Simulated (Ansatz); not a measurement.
# Mg3ZnC (Pm-3m): phonons and vibrational spectra, part 3 of 3

Task: relax Mg3ZnC (Pm-3m), then find its harmonic phonons.

Ansatz 0.2.0; DFT PBEsol, scalar-relativistic, plane waves, PAW; PAW set soft_1.

So far. Step 3 (Relaxing to small forces for the phonons): The forces vanish by symmetry and the pressure is 0.008 GPa, within the tolerances set. The cell now holds 16.60 Å³/atom. Step 4 (Modes at Γ): Before it was imposed, the acoustic sum rule was missed by 4.3e-5 eV/Å². Small misses are needed for a sound result but don't prove that mesh and cutoff are converged. The lowest optical mode is real, 122 cm⁻¹. The relaxed cell has a = 4.362 Å (conventional setting).

## Step 5: Phonons on a q mesh (continued)

Harmonic mean-square displacement, third of the trace. Interpolated from a 4×4×4 q mesh. Mean square displacements, by row:

| T (K) | Mg1 U_eq (Å²) | Mg2 U_eq (Å²) | Mg3 U_eq (Å²) | Zn4 U_eq (Å²) | C5 U_eq (Å²) |
| --- | --- | --- | --- | --- | --- |
| 0 | 0.00401 | 0.00401 | 0.00401 | 0.00305 | 0.00355 |
| 100 | 0.00553 | 0.00553 | 0.00553 | 0.00585 | 0.00401 |
| 300 | 0.01284 | 0.01284 | 0.01284 | 0.01595 | 0.00656 |
| 600 | 0.02486 | 0.02486 | 0.02486 | 0.03159 | 0.01159 |

Symmetry leaves 10 wavevectors to solve. The lowest mode among them, the acoustic zeros apart, lies at q = (0, -0.5, -0.5) and is real, 60.8 cm⁻¹.

## Step 6: Another isotope, element C, natural mass 12.011 amu

An isotope changes the mass and not the force constants, so no new electronic calculation is needed; the shifts show which modes move this element.

The same force constants with the mass of C changed from 12.011 to 13.003 u (phonopy, no LO-TO term). Both lists are sorted by frequency; levels can cross, so a row need not hold one and the same mode. Modes under 3 cm⁻¹ are left out. Isotope shifts, by row, the first 40 of 57 rows:

| q | rank | natural mass (cm⁻¹) | changed mass (cm⁻¹) |
| --- | --- | --- | --- |
| 0 0 0 | 4 | 122.2 | 121.9 |
| 0 0 0 | 5 | 122.2 | 121.9 |
| 0 0 0 | 6 | 122.2 | 121.9 |
| 0 0 0 | 7 | 172.4 | 172.4 |
| 0 0 0 | 8 | 172.4 | 172.4 |
| 0 0 0 | 9 | 172.4 | 172.4 |
| 0 0 0 | 10 | 263.4 | 261.3 |
| 0 0 0 | 11 | 263.4 | 261.3 |
| 0 0 0 | 12 | 263.4 | 261.3 |
| 0 0 0 | 13 | 568.8 | 554.2 |
| 0 0 0 | 14 | 568.8 | 554.2 |
| 0 0 0 | 15 | 568.8 | 554.2 |
| 0 0 0.25 | 1 | 61 | 60.86 |
| 0 0 0.25 | 2 | 61 | 60.86 |
| 0 0 0.25 | 3 | 82.6 | 82.58 |
| 0 0 0.25 | 4 | 124.6 | 124.1 |
| 0 0 0.25 | 5 | 124.6 | 124.1 |
| 0 0 0.25 | 6 | 150.9 | 150.8 |
| 0 0 0.25 | 7 | 158.1 | 158.1 |
| 0 0 0.25 | 8 | 172.9 | 172.8 |
| 0 0 0.25 | 9 | 172.9 | 172.8 |
| 0 0 0.25 | 10 | 249 | 246.9 |
| 0 0 0.25 | 11 | 249 | 246.9 |
| 0 0 0.25 | 12 | 290.2 | 287 |
| 0 0 0.25 | 13 | 535 | 520.4 |
| 0 0 0.25 | 14 | 567 | 552.6 |
| 0 0 0.25 | 15 | 567 | 552.6 |
| 0 0 -0.5 | 1 | 87.41 | 87.41 |
| 0 0 -0.5 | 2 | 87.41 | 87.41 |
| 0 0 -0.5 | 3 | 88.71 | 88.71 |
| 0 0 -0.5 | 4 | 129.2 | 128.7 |
| 0 0 -0.5 | 5 | 129.2 | 128.7 |
| 0 0 -0.5 | 6 | 143.1 | 143.1 |
| 0 0 -0.5 | 7 | 145.4 | 145.4 |
| 0 0 -0.5 | 8 | 183.2 | 183.2 |
| 0 0 -0.5 | 9 | 183.2 | 183.2 |
| 0 0 -0.5 | 10 | 224.8 | 222.7 |
| 0 0 -0.5 | 11 | 224.8 | 222.7 |
| 0 0 -0.5 | 12 | 368.5 | 368.5 |
| 0 0 -0.5 | 13 | 454.7 | 437.1 |

A mode of this element alone would shift by -3.89 %. The highest zone-centre frequency without the field goes from 568.8 to 554.2 cm⁻¹ (-2.6 %). The product of the frequency ratios over all optical modes at Γ is 0.897; the product rule, (m/m′)^(3k/2) (M′/M)^(3/2) with k = 1 such atoms and M the mass of the cell, gives 0.897.

## Step 7: Another isotope, element Mg, natural mass 24.305 amu

The same for Mg, from 24.30 to 25.98 u.

The same force constants with the mass of Mg changed from 24.305 to 25.983 u (phonopy, no LO-TO term). Both lists are sorted by frequency; levels can cross, so a row need not hold one and the same mode. Modes under 3 cm⁻¹ are left out. Isotope shifts, by row, the first 40 of 57 rows:

| q | rank | natural mass (cm⁻¹) | changed mass (cm⁻¹) |
| --- | --- | --- | --- |
| 0 0 0 | 4 | 122.2 | 120.7 |
| 0 0 0 | 5 | 122.2 | 120.7 |
| 0 0 0 | 6 | 122.2 | 120.7 |
| 0 0 0 | 7 | 172.4 | 166.8 |
| 0 0 0 | 8 | 172.4 | 166.8 |
| 0 0 0 | 9 | 172.4 | 166.8 |
| 0 0 0 | 10 | 263.4 | 256.4 |
| 0 0 0 | 11 | 263.4 | 256.4 |
| 0 0 0 | 12 | 263.4 | 256.4 |
| 0 0 0 | 13 | 568.8 | 562.6 |
| 0 0 0 | 14 | 568.8 | 562.6 |
| 0 0 0 | 15 | 568.8 | 562.6 |
| 0 0 0.25 | 1 | 61 | 60.28 |
| 0 0 0.25 | 2 | 61 | 60.28 |
| 0 0 0.25 | 3 | 82.6 | 82.36 |
| 0 0 0.25 | 4 | 124.6 | 122.4 |
| 0 0 0.25 | 5 | 124.6 | 122.4 |
| 0 0 0.25 | 6 | 150.9 | 146.5 |
| 0 0 0.25 | 7 | 158.1 | 152.9 |
| 0 0 0.25 | 8 | 172.9 | 167.2 |
| 0 0 0.25 | 9 | 172.9 | 167.2 |
| 0 0 0.25 | 10 | 249 | 242.4 |
| 0 0 0.25 | 11 | 249 | 242.4 |
| 0 0 0.25 | 12 | 290.2 | 283.1 |
| 0 0 0.25 | 13 | 535 | 530 |
| 0 0 0.25 | 14 | 567 | 560.8 |
| 0 0 0.25 | 15 | 567 | 560.8 |
| 0 0 -0.5 | 1 | 87.41 | 87.31 |
| 0 0 -0.5 | 2 | 87.41 | 87.31 |
| 0 0 -0.5 | 3 | 88.71 | 88.71 |
| 0 0 -0.5 | 4 | 129.2 | 125.4 |
| 0 0 -0.5 | 5 | 129.2 | 125.4 |
| 0 0 -0.5 | 6 | 143.1 | 138.4 |
| 0 0 -0.5 | 7 | 145.4 | 140.7 |
| 0 0 -0.5 | 8 | 183.2 | 177.4 |
| 0 0 -0.5 | 9 | 183.2 | 177.4 |
| 0 0 -0.5 | 10 | 224.8 | 219.1 |
| 0 0 -0.5 | 11 | 224.8 | 219.1 |
| 0 0 -0.5 | 12 | 368.5 | 356.4 |
| 0 0 -0.5 | 13 | 454.7 | 454.6 |

A mode of this element alone would shift by -3.28 %. The highest zone-centre frequency without the field goes from 568.8 to 562.6 cm⁻¹ (-1.1 %). The product of the frequency ratios over all optical modes at Γ is 0.778; the product rule, (m/m′)^(3k/2) (M′/M)^(3/2) with k = 3 such atoms and M the mass of the cell, gives 0.778.

## Step 8: Isotope substitution, element Zn, natural mass 65.38 amu

The same for Zn, from 65.38 to 67.92 u.

A mode of this element alone would shift by -1.89 %. The highest zone-centre frequency without the field goes from 568.8 to 568.8 cm⁻¹ (+0.0 %). The product of the frequency ratios over all optical modes at Γ is 0.968; the product rule, (m/m′)^(3k/2) (M′/M)^(3/2) with k = 1 such atoms and M the mass of the cell, gives 0.968.

## Step 9: Results

```
space group after relaxation (within 0.01 Å)            : Pm-3m
volume per atom                                         : 16.6 Å³
electronic character                                    : no gap on this mesh
highest optical mode at the zone centre (no LO-TO term) : 569 cm⁻¹
lowest optical zone-centre mode                         : 122 cm⁻¹
lowest mode on the q mesh (acoustic modes at Γ apart)   : 60.8 cm⁻¹
highest frequency on the path or at a solved wavevector : 577 cm⁻¹
zero-point energy per atom                              : 45.1 meV
heat capacity at 300 K                                  : 21.7 J/(mol atoms K)
vibrational entropy at 300 K                            : 28.5 J/(mol atoms K)
Debye temperature (second moment)                       : 542 K
imaginary modes on the 4×4×4 q mesh                     : none
```

**Reading.** The structure is a minimum as far as tested: no mode is imaginary at the 10 irreducible wavevectors of the 4×4×4 mesh, and the softest away from the acoustic zeros lies at 61 cm⁻¹. The optical modes at Γ span 122 to 569 cm⁻¹. The highest mode in this list at Γ, 568.8 cm⁻¹, has its largest share on C (67 % of the kinetic energy). With no gap, or one that is small against the smearing, the frequencies hang on the k mesh and the smearing, most of all near Kohn anomalies. The PAW files were made for PBE and serve the other functionals too. These are harmonic frequencies at zero temperature: anharmonic shifts, linewidths and thermal expansion are left out.

[Logs are printed without paths, hosts, clocks, repeated set-up lines and the standing remarks that a program may print on its own settings, such as how far it seeks lower states.]

[Hosts, paths, dates, database ids (printed as entryN), source tags and the programs' standing remarks are cut or masked in the printed files.]
